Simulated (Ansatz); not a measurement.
# Si(100)-2x1 dimers: modes of surface species, part 3 of 3

Aim: bond lengths and vibrational modes of species bound on Si(100)-2x1 dimers.

Ansatz 0.2.0; DFT PBE, scalar-relativistic, plane waves, PAW; PAW set soft_1.

So far. Step 4 (Modes of the chosen sites: OH on both atoms of the …): The highest mode of the block lies at 3769.8 cm⁻¹; the acoustic sum rule moved it by 0.0 cm⁻¹. The block has 2 imaginary modes, the largest 361i cm⁻¹, so this structure is not a minimum. Step 5 (Relaxation in the fixed cell: H and OH on one dimer): The largest force component left on a free atom is 0.90 meV/Å.

## (6) Modes of the chosen sites: H and OH on one dimer

Only 7 sites are displaced (4 Si, 2 H and 1 O), with their periodic images, and all others stay at rest. This gives the modes that are localised on these sites for less work than the whole matrix.

input.yaml reads:

```yaml
crystal:
  lattice:
    - [7.7354058354, 0.0, 0.0]
    - [0.0, 3.8677029177, 0.0]
    - [0.0, 0.0, 45.2101394536]
  atoms:
    - { symbol: Si, position: [0.0, 0.0, 0.18567787] }
    - { symbol: Si, position: [0.5, 0.0, 0.18567787] }
    - { symbol: Si, position: [0.25, 0.0, 0.2159242167] }
    - { symbol: Si, position: [0.75, 0.0, 0.2159242167] }
    - { symbol: Si, position: [0.2460538946, 0.5, 0.2460893951] }
    - { symbol: Si, position: [0.7540947925, 0.5, 0.2460588705] }
    - { symbol: Si, position: [-0.0001602475, 0.5, 0.2780131954] }
    - { symbol: Si, position: [0.5002301005, 0.5, 0.2744902258] }
    - { symbol: Si, position: [-0.0015437239, 0.0, 0.3090908404] }
    - { symbol: Si, position: [0.4993401041, 0.0, 0.3038349704] }
    - { symbol: Si, position: [0.2621733364, 0.0, 0.3366966019] }
    - { symbol: Si, position: [0.7356845334, 0.0, 0.3370519965] }
    - { symbol: Si, position: [0.3411375171, 0.5, 0.3636566632] }
    - { symbol: Si, position: [0.6539250544, 0.5, 0.3643255929] }
    - { symbol: H, position: [0.0, 0.317043, 0.1664936466] }
    - { symbol: H, position: [0.0, 0.682957, 0.1664936466] }
    - { symbol: H, position: [0.5, 0.317043, 0.1664936466] }
    - { symbol: H, position: [0.5, 0.682957, 0.1664936466] }
    - { symbol: H, position: [0.271312756, 0.5, 0.3947270991] }
    - { symbol: O, position: [0.7129703959, 0.5, 0.3999781965] }
    - { symbol: H, position: [0.8359095182, 0.5, 0.4041027638] }
  periodic: [true, true, false]
kpoints:
  mp_grid: { grid: [4, 8, 1] }
hamiltonian:
  xc: pbe
  pseudopotentials: { kind: paw, azcp: { folder: soft_1 } }
scf:
  occupations: { method: gaussian, width: 0.03 }
output:
  eigenvalues: true
phonons:
  method: fd
  supercell: [1, 1, 1]
  displaced_sites: [10, 11, 12, 13, 18, 19, 20]
  rigid_motions: translations
```

Started as:

```
> ansatz run input.yaml --threads 8 --pin off --max-ram 20480MiB --backend cpu --events-out ev --progress --plain --runs-dir out
```

Numbers of over 12 decimals in the logs are rounded to 6 here.

The program printed:

```text
[...]
Crystal: 21 atoms, lattice volume = 1352.608 Å³
Basis set: ecut = 420 eV, 26483 PW (Γ), exchange–correlation on 108×54×640 points (8 copies of the dense FFT grid, shifted against one another)
Bands: 55, of which v1, the nominal top of the filled ones, is band 34 counted from 1 (33 counted from 0)
Symmetry: 2 space group operations
k-points: 15 of 32 (time reversal used)
[...]
k-point 2: bands = [... 30 lower, -6.0828, -6.0005, -5.6349, -5.2415, -3.0744, -2.7401, -2.6349, -2.5377, ... 17 higher]
  k-point 14: bands = [... 30 lower, -6.7089, -6.6422, -6.6354, -6.3016, -3.0083, -2.9704, -2.9331, -2.7138, ... 17 higher]
  ° read free of the cell's end (the report's vacuum.weakly_bound_levels)
[...]
transpose residual: 1.2e-3 eV/Å²
[...]
unstable modes among the named sites: 1
[...]
[key lines of the parts left out:]
SCF converged after 18 iterations
Free energy (F): -9563.064921 eV
Fermi energy:    -4.394572 eV
```

Run time: 13 min. Hardware: 8 threads of Arm Neoverse N1, shared host; peak memory 3.7 GiB; 1.6 h of CPU time.

The other atoms of the cell are at rest; shares are of the kinetic energy, a minus sign marks an imaginary mode, and where like sites share a mode the one named is one choice of several. Modes of the displaced sites:

```csv
mode,frequency (cm⁻¹),share of Si (%),share of H (%),share of O (%),site with the largest share,its share (%)
1,-172.6,0,96,3,H21,96
2,82.2,81,1,19,Si14,31
3,95.6,35,6,59,O20,59
4,115.7,82,1,18,Si13,37
5,157.2,71,2,26,Si14,43
6,157.7,37,3,60,O20,60
7,178.7,77,6,17,Si13,50
8,209.2,80,5,15,Si13,38
9,338.2,98,1,2,Si12,64
10,342.1,100,0,0,Si11,61
11,364.2,89,6,5,Si12,43
12,432.1,97,2,2,Si11,41
13,452.7,96,3,1,Si14,27
14,452.9,93,7,0,Si11,39
15,472.9,96,3,0,Si14,39
16,586.3,11,88,1,H19,88
17,596.5,11,89,0,H19,89
18,791.8,20,35,45,O20,45
19,856.3,24,55,21,H21,55
20,2092.9,3,97,0,H19,97
21,3735.6,0,94,6,H21,94
```

The same force constants with another mass on the added atoms, against the natural mean mass; listed are the real modes with at least half of their motion on these atoms, followed through small steps of mass, less those that pass through avoided crossings, where the squared overlap of new and old mass-weighted patterns is under 0.8. Modes after a change of mass:

```csv
substitution,mode,frequency (cm⁻¹),after (cm⁻¹),ratio
D for H,20,2092.9,1505.8,1.39
D for H,21,3735.6,2720.0,1.373
18O,3,95.6,92.2,1.036
18O,6,157.7,152.5,1.034
```

The highest mode of the block lies at 3735.6 cm⁻¹; the acoustic sum rule moved it by 0.0 cm⁻¹. The block has 1 imaginary mode, 173i cm⁻¹, so this structure is not a minimum.

## (7) The series together

The members are set side by side.

The anchoring bond is the shortest distance from the first added atom to the slab, and like atoms elsewhere in the cell can differ; degenerate modes stand as often as they occur. The species side by side:

```csv
species,coverage (monolayer),anchoring bond,its length (Å),highest level (cm⁻¹),second (cm⁻¹),third (cm⁻¹)
OH on both atoms of the dimer,1,O-Si,1.677,3770,3764,858.4
H and OH on one dimer,1,H-Si,1.505,3736,2093,856.3
```

## (8) Results

| Item | Value |
| --- | --- |
| highest mode of the block of 8 sites, OH on both atoms of the dimer | 3769.8 cm⁻¹ |
| highest mode of the block of 7 sites, H and OH on one dimer | 3735.6 cm⁻¹ |

**Reading.** The block has imaginary modes with OH on both atoms of the dimer and with H and OH on one dimer: the structure there is a saddle held by symmetry, a lower one exists, and its modes can differ widely from these. With OH on both atoms of the dimer the highest mode of the block lies at 3770 cm⁻¹, 94 % on H. With H and OH on one dimer the highest mode of the block lies at 3736 cm⁻¹, 94 % on H. With all atoms beyond the displaced ones at rest, modes that spread into the slab are only rough; stretches of light atoms, well above the modes of the substrate atoms, are the least affected. Periodic images of the cell move in phase at the zone centre; where a cell holds several like groups, their modes come as in-phase and out-of-phase combinations. The H atoms on the back face are held at typed positions, closer to each other than they would relax to, which bears on the gap of the slab more than on the modes of the front face. Modes of hydrogen are strongly anharmonic, so measured lines can lie well away from these harmonic values. These are harmonic frequencies at zero temperature: anharmonic shifts, linewidths and thermal expansion are left out.

[Logs are printed without paths, hosts, clocks, repeated set-up lines and the standing remarks that a program may print on its own settings, such as how far it seeks lower states.]

[Hosts, paths, dates, database ids (printed as entryN), source tags and the programs' standing remarks are cut or masked in the printed files.]
